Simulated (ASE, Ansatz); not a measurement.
## Structural relaxation of Ti2CO2 MXene, 1 layer, S on O sites (80 atoms)

How does Ti2CO2 MXene, 1 layer, S on O sites (80 atoms) relax, and what do bonds, charges and levels look like afterwards?

Calculated with Ansatz 0.2.0; Kohn-Sham DFT, r2SCAN, PAW (set soft_2), plane waves.

## 1. Starting point

The cell holds 80 atoms: 16 C, 32 Ti, 30 O and 2 S. Its edges and angles: a = 12.362 Å, b = 12.362 Å, c = 20.440 Å, α = 90.0°, β = 90.0°, γ = 120.0°. It derives from Ti2CO2 (Ti2CO2 MXene). 1 layer of Ti2CO2 MXene (a = 3.03 Å), 4 x 4 cells, biaxial strain +2 %; 16 Å of vacuum; 2 of 32 O replaced by S at random; not relaxed, displaced by a Gaussian of 0.02 Å. Vacuum lies along c.

What the set-up can't give: The main run has no spin polarisation, so moments on Ti can't form in it, and no Hubbard term. Only the Γ point is sampled, in a cell whose shortest periodic width is 11 Å.

## 2. Single point at the start

A single point comes first, to see the forces before anything moves.

The input, input.yaml:

```yaml
crystal:
  lattice:
    - [12.3624, 0.0, 0.0]
    - [-6.1812, 10.70615, 0.0]
    - [0.0, 0.0, 20.44]
  atoms:
    - { symbol: C, position: [0.99908, 0.00064, 0.49926] }
    - { symbol: Ti, position: [0.08341, 0.16614, 0.56397] }
    - { symbol: Ti, position: [0.16475, 0.08623, 0.43575] }
    - { symbol: O, position: [0.16625, 0.08102, 0.60876] }
    - { symbol: O, position: [0.08382, 0.1692, 0.39208] }
    - { symbol: C, position: [0.99947, 0.25049, 0.5023] }
    - { symbol: Ti, position: [0.08415, 0.41868, 0.56462] }
    - { symbol: Ti, position: [0.16888, 0.33501, 0.43464] }
    - { symbol: O, position: [0.16722, 0.33619, 0.60969] }
    - { symbol: O, position: [0.08684, 0.41839, 0.39115] }
    - { symbol: C, position: [0.00207, 0.50012, 0.50024] }
    - { symbol: Ti, position: [0.08319, 0.66487, 0.56305] }
    - { symbol: Ti, position: [0.16503, 0.58351, 0.43509] }
    - { symbol: S, position: [0.17089, 0.58583, 0.60841] }
    - { symbol: O, position: [0.08243, 0.66559, 0.38953] }
    - { symbol: C, position: [0.99915, 0.74706, 0.50022] }
    - { symbol: Ti, position: [0.08085, 0.91321, 0.56561] }
    - { symbol: Ti, position: [0.16592, 0.83237, 0.43597] }
    - { symbol: O, position: [0.16672, 0.83345, 0.60998] }
    - { symbol: O, position: [0.08489, 0.91902, 0.39181] }
    - { symbol: C, position: [0.25183, 0.99884, 0.50011] }
    - { symbol: Ti, position: [0.33415, 0.16446, 0.56483] }
    - { symbol: Ti, position: [0.41808, 0.08509, 0.435] }
    - { symbol: O, position: [0.41782, 0.08363, 0.60761] }
    - { symbol: S, position: [0.33241, 0.16729, 0.39277] }
    - { symbol: C, position: [0.25138, 0.25122, 0.50073] }
    - { symbol: Ti, position: [0.33527, 0.41769, 0.56493] }
    - { symbol: Ti, position: [0.41263, 0.33248, 0.43691] }
    - { symbol: O, position: [0.41784, 0.33592, 0.60727] }
    - { symbol: O, position: [0.33407, 0.41654, 0.39247] }
    - { symbol: C, position: [0.24761, 0.49643, 0.49936] }
    - { symbol: Ti, position: [0.33376, 0.66368, 0.56662] }
    - { symbol: Ti, position: [0.41329, 0.58408, 0.43595] }
    - { symbol: O, position: [0.41764, 0.58564, 0.60848] }
    - { symbol: O, position: [0.33146, 0.66555, 0.39102] }
    - { symbol: C, position: [0.2466, 0.74851, 0.50097] }
    - { symbol: Ti, position: [0.33201, 0.91397, 0.56449] }
    - { symbol: Ti, position: [0.41647, 0.83033, 0.43492] }
    - { symbol: O, position: [0.41754, 0.83461, 0.60915] }
    - { symbol: O, position: [0.3327, 0.91215, 0.39011] }
    - { symbol: C, position: [0.49883, 0.99853, 0.50143] }
    - { symbol: Ti, position: [0.58274, 0.16638, 0.56257] }
    - { symbol: Ti, position: [0.66557, 0.08463, 0.43515] }
    - { symbol: O, position: [0.66661, 0.08201, 0.61] }
    - { symbol: O, position: [0.57943, 0.16438, 0.38966] }
    - { symbol: C, position: [0.4994, 0.25217, 0.50051] }
    - { symbol: Ti, position: [0.58477, 0.41741, 0.56458] }
    - { symbol: Ti, position: [0.66594, 0.33364, 0.43644] }
    - { symbol: O, position: [0.66854, 0.33265, 0.6091] }
    - { symbol: O, position: [0.58303, 0.41881, 0.39141] }
    - { symbol: C, position: [0.49988, 0.50017, 0.49844] }
    - { symbol: Ti, position: [0.58325, 0.66676, 0.5634] }
    - { symbol: Ti, position: [0.66415, 0.58083, 0.43553] }
    - { symbol: O, position: [0.66307, 0.58363, 0.60807] }
    - { symbol: O, position: [0.58388, 0.66609, 0.39134] }
    - { symbol: C, position: [0.50204, 0.75335, 0.49929] }
    - { symbol: Ti, position: [0.5844, 0.91636, 0.56447] }
    - { symbol: Ti, position: [0.66496, 0.83298, 0.43676] }
    - { symbol: O, position: [0.66698, 0.83249, 0.6072] }
    - { symbol: O, position: [0.58535, 0.91675, 0.39198] }
    - { symbol: C, position: [0.7484, 0.99801, 0.50196] }
    - { symbol: Ti, position: [0.83506, 0.1682, 0.56426] }
    - { symbol: Ti, position: [0.91678, 0.08439, 0.43647] }
    - { symbol: O, position: [0.91555, 0.08189, 0.60929] }
    - { symbol: O, position: [0.83265, 0.1666, 0.38972] }
    - { symbol: C, position: [0.74954, 0.2501, 0.50077] }
    - { symbol: Ti, position: [0.83567, 0.41515, 0.56586] }
    - { symbol: Ti, position: [0.91623, 0.33156, 0.43595] }
    - { symbol: O, position: [0.91637, 0.33055, 0.60721] }
    - { symbol: O, position: [0.83272, 0.41441, 0.39229] }
    - { symbol: C, position: [0.75322, 0.49898, 0.49908] }
    - { symbol: Ti, position: [0.83466, 0.66915, 0.56474] }
    - { symbol: Ti, position: [0.91707, 0.58376, 0.43604] }
    - { symbol: O, position: [0.91616, 0.58057, 0.60718] }
    - { symbol: O, position: [0.83545, 0.66681, 0.39288] }
    - { symbol: C, position: [0.74861, 0.74951, 0.49951] }
    - { symbol: Ti, position: [0.83492, 0.91981, 0.5646] }
    - { symbol: Ti, position: [0.91898, 0.83492, 0.43486] }
    - { symbol: O, position: [0.91536, 0.83264, 0.60806] }
    - { symbol: O, position: [0.83286, 0.91508, 0.39028] }
kpoints:
  mp_grid: { grid: [1, 1, 1] }
hamiltonian:
  xc: r2scan
scf:
  occupations: { method: fermi_dirac, width: 0.025 }
output:
  forces: true
  populations: intrinsic
  dos:
    method: { smearing: { sigma: 0.08 } }
    de: 0.1
    projected:
      site_lists:
        C: [C]
        O: [O]
        S: [S]
        Ti: [Ti]
        layer_1: [0, 1, 2, 3, 4, 5, 6, 7, 8, 9, 10, 11, 12, 13, 14, 15, 16, 17, 18, 19, 20, 21, 22, 23, 24, 25, 26, 27, 28, 29, 30, 31, 32, 33, 34, 35, 36, 37, 38, 39, 40, 41, 42, 43, 44, 45, 46, 47, 48, 49, 50, 51, 52, 53, 54, 55, 56, 57, 58, 59, 60, 61, 62, 63, 64, 65, 66, 67, 68, 69, 70, 71, 72, 73, 74, 75, 76, 77, 78, 79]
  eigenvalues: true
```

On the command line:

```bash
$ ansatz run input.yaml --threads 4 --pin off --max-ram 8192MiB --backend cpu --events-out ev --progress --plain --runs-dir out
```

Numbers of over 12 decimals in the logs are rounded to 6 here.

Log:

```text
Engine: ansatz 0.2.0, aarch64-unknown-linux-gnu
Pseudopotentials: kind: paw
Pseudopotential: C, paw, valence charge 4, recommended cutoff 500 eV (meta_gga), C.paw.azcp
Pseudopotential: Ti, paw, valence charge 12, recommended cutoff 500 eV (meta_gga), Ti.paw.azcp
Pseudopotential: O, paw, valence charge 6, recommended cutoff 500 eV (meta_gga), O.paw.azcp
Pseudopotential: S, paw, valence charge 6, recommended cutoff 500 eV (meta_gga), S.paw.azcp
[... 6 lines on functional and potentials left out ...]
Crystal: 80 atoms, lattice volume = 2705.310 Å³
Basis set: ecut = 500 eV, 68787 PW (Γ), exchange–correlation on 384×384×600 points (64 copies of the dense FFT grid, shifted against one another)
Bands: 400, of which v1, the nominal top of the filled ones, is band 320 counted from 1 (319 counted from 0)
Symmetry: 1 space group operations
Space group: P1 (ITA 1), of the structure as read, at distance tolerance 1.4e-4 Å
k-points: 1
[... 13 lines on functional and potentials left out ...]
Initial density: superposition of atomic densities (neutral atoms: chi_scale 0, normalization atom), corrected by the library's trained network
Initial wavefunctions: pseudopotential atomic-orbital guess
Functional: x = r2scan, c = r2scan; τ floored in thin density (d = 2e-4 eV/Å³)
SCF iter   1: F=—  HF=-103119.678929 eV  |F-HF|=—  |Δ(HF+E_count)|=         —  Δρ=1.74e-2  dr2=1.09e1  dr2_τ=5.49e0  ethr=1.77e-3  ⟨swp⟩=7.0  Hψ=1653  notcnv=0  defer=33
preconditioner: auto → Resta (q_TF=auto, 2.146 Å⁻¹)  ε∞=3.3  [insulator: Δε(μ)=0.599 eV  Ē_g=9.319 eV  σ=0.025 eV  W_gap=1.00  n_scr=450 (ndim 8)  ℏωp=14.0 eV  f_vac=0.652  D(μ)=0.00/eV (n_scr^D=0)  ε∞_Penn≈3.3  vacuum switching on, ρ_ref=6.3e-3 e/Å³]
SCF iter   2: F=—  HF=-103121.120095 eV  |F-HF|=—  |Δ(HF+E_count)|=    1.44e0  Δρ=1.43e-2  dr2=5.18e0  dr2_τ=9.65e-1  ethr=1.70e-3  ⟨swp⟩=4.0  Hψ=799  notcnv=0  defer=63
preconditioner: auto → LDOS  [insulator: Δε(μ)=0.222 eV  Ē_g=8.690 eV  σ=0.025 eV  W_gap=0.98  n_scr=450 (ndim 8)  ℏωp=14.0 eV  f_vac=0.654  D(μ)=2.30/eV (n_scr^D=2)  ε∞_Penn≈3.6  β→1.0]
SCF iter   3: F=—  HF=-103120.363362 eV  |F-HF|=—  |Δ(HF+E_count)|=   7.57e-1  Δρ=2.45e-3  dr2=1.63e-1  dr2_τ=1.09e-2  ethr=8.09e-4  ⟨swp⟩=3.0  Hψ=557  notcnv=0  defer=63
SCF iter   4: F=—  HF=-103120.378722 eV  |F-HF|=—  |Δ(HF+E_count)|=   1.54e-2  Δρ=1.19e-3  dr2=3.81e-2  dr2_τ=4.52e-3  ethr=2.55e-5  ⟨swp⟩=3.0  Hψ=699  notcnv=0  defer=63
SCF iter   5: F=—  HF=-103120.377052 eV  |F-HF|=—  |Δ(HF+E_count)|=   1.67e-3  Δρ=4.78e-4  dr2=1.05e-2  dr2_τ=8.18e-4  ethr=5.95e-6  ⟨swp⟩=2.0  Hψ=540  notcnv=0  defer=63
SCF iter   6: F=—  HF=-103120.375432 eV  |F-HF|=—  |Δ(HF+E_count)|=   1.62e-3  Δρ=1.71e-4  dr2=8.73e-4  dr2_τ=3.77e-5  ethr=1.63e-6  ⟨swp⟩=3.0  Hψ=489  notcnv=0  defer=63
SCF iter   7: F=—  HF=-103120.375412 eV  |F-HF|=—  |Δ(HF+E_count)|=   2.01e-5  Δρ=9.15e-5  dr2=3.88e-4  dr2_τ=2.43e-5  ethr=1.36e-7  ⟨swp⟩=3.0  Hψ=676  notcnv=0  defer=63
SCF iter   8: F=—  HF=-103120.375426 eV  |F-HF|=—  |Δ(HF+E_count)|=   1.45e-5  Δρ=4.92e-5  dr2=9.11e-5  dr2_τ=4.18e-6  ethr=6.06e-8  ⟨swp⟩=2.0  Hψ=503  notcnv=0  defer=63
SCF iter   9: F=—  HF=-103120.375414 eV  |F-HF|=—  |Δ(HF+E_count)|=   1.25e-5  Δρ=1.52e-5  dr2=7.43e-6  dr2_τ=3.31e-7  ethr=1.42e-8  ⟨swp⟩=2.0  Hψ=540  notcnv=0  defer=63
SCF iter  10: F=—  HF=-103120.375414 eV  |F-HF|=—  |Δ(HF+E_count)|=   3.17e-7  Δρ=5.30e-6  dr2=1.26e-6  dr2_τ=9.27e-8  ethr=1.16e-9  ⟨swp⟩=4.0  Hψ=854  notcnv=0  defer=63
SCF iter  11: F=-103120.375414 eV  HF=-103120.375414 eV  |F-HF|=1.22e-8  |Δ(HF+E_count)|=   1.56e-8  Δρ=1.69e-6  dr2=6.92e-8  dr2_τ=8.07e-9  ethr=1.56e-11  ⟨swp⟩=16.0  Hψ=2313  notcnv=0
SCF 1 converged in 11 iterations: F = -103120.375414 eV  dr2 = 6.92e-8
  greatest PAW one-centre occupation: 1.001 electrons in one spin orbital (limit 2), on the Ti atom at site 27 (counted from 0), in its partial waves of l = 1
SCF converged after 11 iterations
Free energy (F): -103120.375414 eV
Harris-Foulkes:  -103120.375414 eV  (|F-HF|=1.22e-8)
Internal energy: -103120.375112 eV  (E = F + TS)
E sigma→0 (E₀):  -103120.375263 eV
Entropy (-TS):   -0.000302 eV (-0.004 meV/atom)
Fermi energy:    0.026847 eV
--- Per-component energies (eV) ---
  E_band       = -13485.267896
  E_kinetic    = 15611.776836
  E_local      = -532775.966665  (includes V_loc(G=0)·N_el)
  E_nonlocal   = 2002.470756
  E_hartree    = 258341.906289
  E_xc         = -6155.162122
  E_vxc        = -8713.158288  (∫ρ·V_xc dr)
  E_paw        = -41366.634892  (= ΣΔE_a)
  E_vpaw       = -6861.360668  (= ΣTr[D̂ρ^β])
  E_aug_tail   = 0.033141  (compensation charges beyond the density's cutoff)
  E_vtau       = 567.149516  (kinetic-family band-sum trace: ∫τ·v_τ [+ j·A + Jᵃ·Aᵃ] dr)
  E_ewald      = 201230.886315
  E_core_change = -9.684770  (= ΣΔE_core)
  E_smearing   = -0.000302  (= −TS)
  E_closure    = -0.000000  (closes the sum)
  Σ components = -103120.375414   (vs F -103120.375414, Δ=0.00e0)
--- Forces (eV/Å), atoms counted from 1 ---
  atom   1  C     -0.09379796     0.03389786     0.49319389
  atom   2  Ti     0.02321263     0.25631943     0.29681124
  atom   3  Ti    -5.28571069    -3.58824123     3.74318392
  atom   4  O     -0.02923647     0.08242133    -0.84759638
  atom   5  O     -0.13634835    -0.13033970     0.41341617
  atom   6  C      0.09489726    -0.50097275    -0.96290462
  atom   7  Ti     0.39948121    -6.89446906    -3.75945873
  atom   8  Ti    -0.44735839     0.33342908     0.24170798
  atom   9  O      0.33140392    -0.27224128    -0.84855293
  atom  10  O     -0.27279937    -0.27399094     0.76502791
  atom  11  C     -0.02051623    -0.04230382    -0.09806977
  atom  12  Ti    -5.43807158     3.24301404    -3.59129929
  atom  13  Ti    -0.20040407    -0.07549497    -0.30411611
  atom  14  S     -1.67100546    -0.59857987    11.98034562
[...]
atom  79  O      0.27693153    -0.05227489    -0.43343439
  atom  80  O      0.13874243     0.31045848     1.14023674
  max |Σ_I F_I| component: 1.87e-4 eV/Å
--- Band table (eV) ---
  k-point 0: bands = ["-60.4954", "-60.4793", "-60.4669", "-60.4609", [... 384 levels ...], "2.2943", "2.3125", "2.3555", "2.3640", "2.3789", "2.3960", "2.4079", "2.4259", "2.4574", "2.4816", "2.4851", "2.4943"]
--- intrinsic populations: 80 sites ---
  site symbol       q [e]
     0      C      5.0180
     1     Ti     10.7814
     2     Ti     11.0231
[...]
79      O      6.7190
  spilling = -0.000000 (of n_electrons = 640.000000)
```

Elapsed: 1.9 min, on 4 threads of Arm Neoverse V2, shared host; peak memory 7.5 GiB; 7.5 min of CPU time.

Reading the cycles: dr2 is the Hartree energy of the density residual (eV), the measure of convergence; HF is the Harris–Foulkes estimate of the energy, which meets the free energy F at convergence.

Numbers from this run:

```
free energy                                      : -103120.3754 eV
free energy per atom                             : -1289.0047 eV/atom
SCF cycles                                       : 11
r.m.s. force component                           : 1.702 eV/Å
longest force                                    : 12.11 eV/Å
Fermi energy                                     : 0.02685 eV
gap (highest filled to lowest empty level) : 0.4141 eV
```

The r.m.s. force component of 1.7 eV/Å sets the starting point.

Length of the force by element:

```tsv
element	coordination	atoms	mean length of the force (eV/Å)	spread	least	most
C	all	16	0.595	0.214	0.109	1.09
O	all	30	0.745	0.253	0.315	1.24
S	all	2	11.8	0.311	11.5	12.1
Ti	all	32	1.93	2.92	0.0554	9.39
```

## 3. Relaxation

The atoms are relaxed in the fixed cell, aiming at the force tolerance of the input.

input.yaml, the sections that differ from step 2:

```yaml
output:
  forces: true
relax:
  f_tol: 0.05
  max_steps: 96
# crystal, kpoints, hamiltonian, scf: as in step 2
```

Log:

```text
[...]
Crystal: 80 atoms, lattice volume = 2705.310 Å³
Basis set: ecut = 500 eV, 68787 PW (Γ), exchange–correlation on 384×384×600 points (64 copies of the dense FFT grid, shifted against one another)
Bands: 400, of which v1, the nominal top of the filled ones, is band 320 counted from 1 (319 counted from 0)
Symmetry: 1 space group operations
[...]
k-points: 1
[...]
SCF iter   1: F=—  HF=-103119.678942 eV  |F-HF|=—  |Δ(HF+E_count)|=         —  Δρ=1.74e-2  dr2=1.09e1  dr2_τ=5.49e0  ethr=1.77e-3  ⟨swp⟩=7.0  Hψ=1653  notcnv=0  defer=33
[...]
SCF iter   3: F=—  HF=-103120.357877 eV  |F-HF|=—  |Δ(HF+E_count)|=   7.62e-1  Δρ=2.41e-3  dr2=1.54e-1  dr2_τ=1.05e-2  ethr=8.09e-4  ⟨swp⟩=3.0  Hψ=557  notcnv=0  defer=34
automatic band count: iteration 3 solves 371 bands in place of 400: the levels show a gap, and the empty bands left out lie too high to hold charge; the band table lists the bands solved (type scf.n_extra_bands for more)
SCF iter   4: F=—  HF=-103120.377752 eV  |F-HF|=—  |Δ(HF+E_count)|=   1.99e-2  Δρ=1.11e-3  dr2=3.11e-2  dr2_τ=3.95e-3  ethr=2.41e-5  ⟨swp⟩=3.0  Hψ=693  notcnv=0  defer=34
[...]
SCF iter   8: F=-103120.375376 eV  HF=-103120.375422 eV  |F-HF|=4.59e-5  |Δ(HF+E_count)|=   3.77e-5  Δρ=4.20e-5  dr2=5.84e-5  dr2_τ=3.47e-6  ethr=9.77e-9  ⟨swp⟩=3.0  Hψ=1497  notcnv=0
SCF 1 converged in 8 iterations: F = -103120.375376 eV  dr2 = 5.84e-5
[...]
relax step   1: F+E_penalty+E_count = -103120.37537624 eV  Δ(F+E_penalty+E_count) = +0.000e0 eV  max|allowed force component| = 1.198e1 eV/Å  Δτ_max = 0.0000 Å  (8 SCF iters, dr2 threshold 6.25e-5 eV, accepted)
[... from here on, the SCF cycles and remarks between the steps are left out ...]
relax step   2: F+E_penalty+E_count = -103127.18860522 eV  Δ(F+E_penalty+E_count) = -6.813e0 eV  max|allowed force component| = 5.473e0 eV/Å  Δτ_max = 0.1947 Å  (9 SCF iters, dr2 threshold 1.00e-4 eV, accepted)
relax step   3: F+E_penalty+E_count = -103129.32303527 eV  Δ(F+E_penalty+E_count) = -2.134e0 eV  max|allowed force component| = 2.470e0 eV/Å  Δτ_max = 0.1947 Å  (8 SCF iters, dr2 threshold 1.00e-4 eV, accepted)
relax step   4: F+E_penalty+E_count = -103130.13653176 eV  Δ(F+E_penalty+E_count) = -8.135e-1 eV  max|allowed force component| = 5.615e-1 eV/Å  Δτ_max = 0.2000 Å  (7 SCF iters, dr2 threshold 1.00e-4 eV, accepted)
relax step   5: F+E_penalty+E_count = -103130.27953920 eV  Δ(F+E_penalty+E_count) = -1.430e-1 eV  max|allowed force component| = 4.001e-1 eV/Å  Δτ_max = 0.0789 Å  (8 SCF iters, dr2 threshold 1.97e-5 eV, accepted)
relax step   6: F+E_penalty+E_count = -103130.05741504 eV  Δ(F+E_penalty+E_count) = +2.221e-1 eV  max|allowed force component| = 1.053e0 eV/Å  Δτ_max = 0.1853 Å  (9 SCF iters, dr2 threshold 1.00e-5 eV, rejected (line search))
relax step   7: F+E_penalty+E_count = -103130.39340739 eV  Δ(F+E_penalty+E_count) = -1.139e-1 eV  max|allowed force component| = 3.430e-1 eV/Å  Δτ_max = 0.0590 Å  (12 SCF iters, accepted)
relax step   8: F+E_penalty+E_count = -103130.49506208 eV  Δ(F+E_penalty+E_count) = -1.017e-1 eV  max|allowed force component| = 1.197e-1 eV/Å  Δτ_max = 0.0568 Å  (8 SCF iters, dr2 threshold 5.98e-5 eV, accepted)
relax step   9: F+E_penalty+E_count = -103130.51386034 eV  Δ(F+E_penalty+E_count) = -1.880e-2 eV  max|allowed force component| = 3.029e-2 eV/Å  Δτ_max = 0.0172 Å  (9 SCF iters, accepted)
[...]
SCF iter   2: F=-103130.513860 eV  HF=-103130.513860 eV  |F-HF|=4.95e-8  |Δ(HF+E_count)|=   6.61e-8  Δρ=1.31e-6  dr2=3.55e-8  dr2_τ=2.90e-9  ethr=1.52e-11  ⟨swp⟩=5.0  Hψ=1079  notcnv=0
SCF 10 converged in 2 iterations: F = -103130.513860 eV  dr2 = 3.55e-8
SCF converged after 2 iterations
Free energy (F): -103130.513860 eV
[...]
Internal energy: -103130.513860 eV  (E = F + TS)
E sigma→0 (E₀):  -103130.513860 eV
Entropy (-TS):   -0.000000 eV (-0.000 meV/atom)
Fermi energy:    -0.070107 eV
[...]
--- Forces (eV/Å), atoms counted from 1 ---
  atom   1  C     -0.00965524     0.00055616    -0.00840728
  atom   2  Ti    -0.00366849     0.00625489     0.00855743
  atom   3  Ti    -0.00652641     0.00496865    -0.00963820
  atom   4  O      0.00819660    -0.00429255    -0.00180414
  atom   5  O      0.00460604     0.00271766     0.00658238
  atom   6  C     -0.00340476    -0.00578301    -0.00191220
  atom   7  Ti    -0.00222923     0.01060338     0.00281986
  atom   8  Ti    -0.00572399     0.01006305    -0.00494017
  atom   9  O      0.00230454    -0.00256153    -0.00007334
  atom  10  O      0.00975865    -0.00704106    -0.00301425
  atom  11  C     -0.00641133     0.00077249     0.01215592
  atom  12  Ti     0.00609965    -0.01262746     0.00599212
  atom  13  Ti     0.00603038     0.00705867    -0.00612228
  atom  14  S      0.00761520    -0.00114194    -0.02631350
[...]
atom  79  O      0.00227348     0.00368505    -0.00092728
  atom  80  O      0.00913588     0.00218424     0.00228759
  max |Σ_I F_I| component: 1.25e-3 eV/Å
--- Relaxed structure (9 steps of the walk, 8 accepted, 0 SCFs on fresh bases) ---
  F+E_penalty+E_count = -103130.51386034 eV   max|allowed force component| = 3.029e-2 eV/Å
  atoms:
    - { symbol: C, position: [1.002379, -0.000217978, 0.499145] }
    - { symbol: Ti, position: [0.077133, 0.163468, 0.563320] }
    - { symbol: Ti, position: [0.156084, 0.079991, 0.436258] }
    - { symbol: O, position: [0.169368, 0.083116, 0.604054] }
[...]
- { symbol: O, position: [0.833631, 0.916132, 0.394649] }
```

Wall time 12 min (4 threads); peak memory 7.5 GiB; 48 min of CPU time.

Relaxation path:

```tsv
step	energy less that of the first step (eV)	largest force component (eV/Å)
1	0.0000	11.9812
2	-6.8132	5.4729
3	-8.9477	2.4700
4	-9.7612	0.5615
5	-9.9042	0.4001
6	-9.6820	1.0530
7	-10.0180	0.3430
8	-10.1197	0.1197
9	-10.1385	0.0303
```

Relaxation step 6 was tried and not accepted.

The atoms that moved most (Å):

```tsv
atom	dx	dy	dz	length
S25	0.063	0.003	-0.654	0.657
S14	0.011	-0.025	0.635	0.635
O45	0.132	0.056	0.081	0.164
O9	0.089	-0.089	-0.105	0.164
Ti22	-0.086	0.017	-0.117	0.146
O15	0.042	0.016	0.133	0.140
Ti13	-0.052	-0.025	0.127	0.139
Ti12	-0.129	0.047	0.013	0.138
```

The relaxation changed the energy by -127 meV/atom, and atoms moved by 0.13 Å r.m.s., 0.66 Å at most.

[end of part 1 of 2]

[Logs are printed without paths, hosts, clocks, repeated set-up lines and the standing remarks that a program may print on its own settings, such as how far it seeks lower states.]

[Hosts, paths, dates, database ids (printed as entryN), source tags and the programs' standing remarks are cut or masked in the printed files.]
